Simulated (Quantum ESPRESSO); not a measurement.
# Fe3Ge: parallel and opposed starts, part 2 of 2

A self-consistent run ends on one state, which hangs on the start. Several orders of Fe3Ge are started in Quantum ESPRESSO and their energies compared.

Quantum ESPRESSO 7.5; PBEsol; plane waves with GBRV 1.5 PBEsol potentials, no spin-orbit coupling.

So far, largest spin moment in the atom's sphere (μB): step 2 (run 1, typed as ferro +++) 2.28; step 3 (run 2 (antiferro q=(0,0,1/2) +−+−−+)) 2.11.

## 4. Start 3: antiferro q=(0,1/2,1/2) +−+−+−

This order needs a doubled cell of 8 atoms.

The input, pw.in:

```
&CONTROL
  calculation = 'scf'
  prefix = 'pwscf'
  outdir = './tmp'
  pseudo_dir = './pseudo'
  disk_io = 'nowf'
/
&SYSTEM
  ibrav = 0
  celldm(1) = 8
  nat = 8
  ntyp = 3
  ecutwfc = 40
  ecutrho = 280
  nbnd = 77
  occupations = 'smearing'
  smearing = 'fd'
  degauss = 0.00734986
  nspin = 2
  starting_magnetization(1) = 0.175
  starting_magnetization(2) = -0.175
  starting_magnetization(3) = 0
/
&ELECTRONS
  conv_thr = 1.6d-08
  electron_maxstep = 150
  mixing_beta = 0.3
/
ATOMIC_SPECIES
Fe1    55.8450 fe_pbesol_v1.5.uspp.F.UPF
Fe2    55.8450 fe_pbesol_v1.5.uspp.F.UPF
Ge     72.6300 ge_pbesol_v1.4.uspp.F.UPF
CELL_PARAMETERS alat
   0.8646679327313    0.0000000000000    0.0000000000000
   0.0000000000000    1.7293358654626    0.0000000000000
   0.0000000000000    0.8646679327313    0.8646679327313
ATOMIC_POSITIONS crystal
Fe1     0.0000000000    0.0000000000    0.5000000000
Fe2     0.0000000000    0.5000000000    0.5000000000
Fe1     0.5000000000    0.2500000000    0.0000000000
Fe2     0.5000000000    0.7500000000    0.0000000000
Fe1     0.5000000000    0.7500000000    0.5000000000
Fe2     0.5000000000    0.2500000000    0.5000000000
Ge      0.0000000000    0.0000000000    0.0000000000
Ge      0.0000000000    0.5000000000    0.0000000000
K_POINTS automatic
10 5 10 0 0 0
```

Run with:

```sh
> OMP_NUM_THREADS=1 mpirun -n 4 pw.x -nk 4 -in pw.in > pw.out
```

The program printed:

```text
     [... lines left out ...]
Program PWSCF v.7.5 starts
     [... lines left out ...]
     number of atoms/cell      =            8
     [... lines left out ...]
     number of electrons       =       124.00
     number of Kohn-Sham states=           77
     kinetic-energy cutoff     =      40.0000  Ry
     charge density cutoff     =     280.0000  Ry
     scf convergence threshold =      1.6E-08
     [... lines left out ...]
      4 Sym. Ops. (no inversion) found
     [... lines left out ...]
     number of k points=   108  Fermi-Dirac smearing, width (Ry)=  0.0073
     [... lines left out ...]
     iteration # 22     ecut=    40.00 Ry     beta= 0.30
     [... lines left out ...]
     Magnetic moment per site  (integrated on atomic sphere of radius R)
     atom   1 (R=0.252)  charge= 14.6680  magn=  2.1878
     atom   2 (R=0.252)  charge= 14.6685  magn= -2.1879
     atom   3 (R=0.252)  charge= 14.6724  magn=  2.1113
     atom   4 (R=0.252)  charge= 14.6724  magn= -2.1113
     atom   5 (R=0.252)  charge= 14.6724  magn=  2.1113
     atom   6 (R=0.252)  charge= 14.6724  magn= -2.1113
     atom   7 (R=0.252)  charge= 12.2124  magn= -0.0016
     atom   8 (R=0.252)  charge= 12.2129  magn=  0.0016
     [... lines left out ...]
     the Fermi energy is    17.1778 ev
!    total energy              =   -1927.57125744 Ry
     estimated scf accuracy    <       0.00000001 Ry
     smearing contrib. (-TS)   =      -0.02234494 Ry
     [... lines left out ...]
     total magnetization       =     0.00 Bohr mag/cell
     absolute magnetization    =    13.33 Bohr mag/cell
     convergence has been achieved in  22 iterations
```

Elapsed: 18 min, on 4 MPI ranks of Intel Xeon at 2.50GHz (Skylake/Cascade Lake), shared host; peak memory 1.3 GiB; 72 min of CPU time.

Spin moment in the atom's sphere by atom:

```
atom  spin moment in the atom's sphere (μB)
 Fe1                                   2.19
 Fe2                                  -2.19
 Fe3                                   2.11
 Fe4                                  -2.11
 Fe5                                   2.11
 Fe6                                  -2.11
 Ge7                                   0.00
 Ge8                                   0.00
```

Numbers from this step:

```
smearing term TS       : 0.3040 eV
magnetization          : 0 μB
absolute magnetization : 13.33 μB
final state            : antiferromagnetic
```

## 5. Run 4 (antiferro q=(0,0,1/2) +−+−+−)

The cell is doubled to 8 atoms to hold this order.

The input, pw.in:

```
&CONTROL
  calculation = 'scf'
  prefix = 'pwscf'
  outdir = './tmp'
  pseudo_dir = './pseudo'
  disk_io = 'nowf'
/
&SYSTEM
  ibrav = 0
  celldm(1) = 8
  nat = 8
  ntyp = 3
  ecutwfc = 40
  ecutrho = 280
  nbnd = 77
  occupations = 'smearing'
  smearing = 'fd'
  degauss = 0.00734986
  nspin = 2
  starting_magnetization(1) = 0.175
  starting_magnetization(2) = -0.175
  starting_magnetization(3) = 0
/
&ELECTRONS
  conv_thr = 1.6d-08
  electron_maxstep = 150
  mixing_beta = 0.3
/
ATOMIC_SPECIES
Fe1    55.8450 fe_pbesol_v1.5.uspp.F.UPF
Fe2    55.8450 fe_pbesol_v1.5.uspp.F.UPF
Ge     72.6300 ge_pbesol_v1.4.uspp.F.UPF
CELL_PARAMETERS alat
   0.8646679327313    0.0000000000000    0.0000000000000
   0.0000000000000    0.8646679327313    0.0000000000000
   0.0000000000000    0.0000000000000    1.7293358654626
ATOMIC_POSITIONS crystal
Fe1     0.0000000000    0.5000000000    0.2500000000
Fe2     0.0000000000    0.5000000000    0.7500000000
Fe1     0.5000000000    0.5000000000    0.0000000000
Fe2     0.5000000000    0.5000000000    0.5000000000
Fe1     0.5000000000    0.0000000000    0.2500000000
Fe2     0.5000000000    0.0000000000    0.7500000000
Ge      0.0000000000    0.0000000000    0.0000000000
Ge      0.0000000000    0.0000000000    0.5000000000
K_POINTS automatic
10 10 5 0 0 0
```

The program printed:

```text
     [... lines left out ...]
Program PWSCF v.7.5 starts
     [... lines left out ...]
     number of atoms/cell      =            8
     [... lines left out ...]
     number of electrons       =       124.00
     number of Kohn-Sham states=           77
     kinetic-energy cutoff     =      40.0000  Ry
     charge density cutoff     =     280.0000  Ry
     scf convergence threshold =      1.6E-08
     [... lines left out ...]
      8 Sym. Ops. (no inversion) found
     [... lines left out ...]
     number of k points=    63  Fermi-Dirac smearing, width (Ry)=  0.0073
     [... lines left out ...]
     iteration # 20     ecut=    40.00 Ry     beta= 0.30
     [... lines left out ...]
     Magnetic moment per site  (integrated on atomic sphere of radius R)
     atom   1 (R=0.252)  charge= 14.6686  magn=  2.2888
     atom   2 (R=0.252)  charge= 14.6687  magn= -2.2887
     atom   3 (R=0.252)  charge= 14.6737  magn=  2.1382
     atom   4 (R=0.252)  charge= 14.6745  magn= -2.1384
     atom   5 (R=0.252)  charge= 14.6686  magn=  2.2888
     atom   6 (R=0.252)  charge= 14.6687  magn= -2.2887
     atom   7 (R=0.252)  charge= 12.2139  magn= -0.0163
     atom   8 (R=0.252)  charge= 12.2148  magn=  0.0163
     [... lines left out ...]
     the Fermi energy is    17.2375 ev
!    total energy              =   -1927.58816306 Ry
     estimated scf accuracy    <       0.00000002 Ry
     smearing contrib. (-TS)   =      -0.02384680 Ry
     [... lines left out ...]
     total magnetization       =     0.00 Bohr mag/cell
     absolute magnetization    =    13.99 Bohr mag/cell
     convergence has been achieved in  20 iterations
```

Wall time 8.5 min (4 MPI ranks); peak memory 0.95 GiB; 34 min of CPU time.

This step gave:

```yaml
smearing_term_ts: 0.3245 eV
magnetization: 0 μB
absolute_magnetization: 13.99 μB
final_state: antiferromagnetic
largest_moment: 2.289 μB
```

## 6. Energies of the orders

An order is kept where moments of 0.15 μB or more survive with the typed signs; meshes match where a doubled cell samples the same k points as the first cell.

Orders:

```
                         start        final state  typed order kept  energy over the lowest (meV a seeded atom)  largest site moment (μB)  net moment (μB a cell of the first run)  mesh matched  CPU time (s)
                     ferro +++      ferromagnetic               yes                                           0                     2.277                                    6.636           yes         255.3
  antiferro q=(0,0,1/2) +-+--+  antiferromagnetic               yes                                       181.4                     2.109                                        0           yes          2334
antiferro q=(0,1/2,1/2) +-+-+-  antiferromagnetic               yes                                       132.6                     2.188                                        0           yes          4341
  antiferro q=(0,0,1/2) +-+-+-  antiferromagnetic               yes                                       94.23                     2.289                                        0           yes          2024
```

## 7. Results

- lowest state found: ferromagnetic (from ferro +++)
- largest site moment: 2.28 μB
- next state with moments: antiferromagnetic, 94.2 meV a seeded atom higher

What this shows: This is the lowest of 4 collinear or spinless starts, no proof of the ground state. Energies are free energies at an electronic temperature of 1160 K, which lowers moments and differences where the moments are itinerant.

[Logs and program files are shortened in this print: banners, set-up blocks, solver, clock and traceback lines can be left out without a mark of their own.]

[Logs are printed without paths, hosts, clocks, repeated set-up lines and the standing remarks that a program may print on its own settings, such as how far it seeks lower states.]

[Hosts, paths, dates, database ids (printed as entryN), source tags and the programs' standing remarks are cut or masked in the printed files.]

[Where a cell is said to come from a database of computed structures, the database is the Materials Project.]
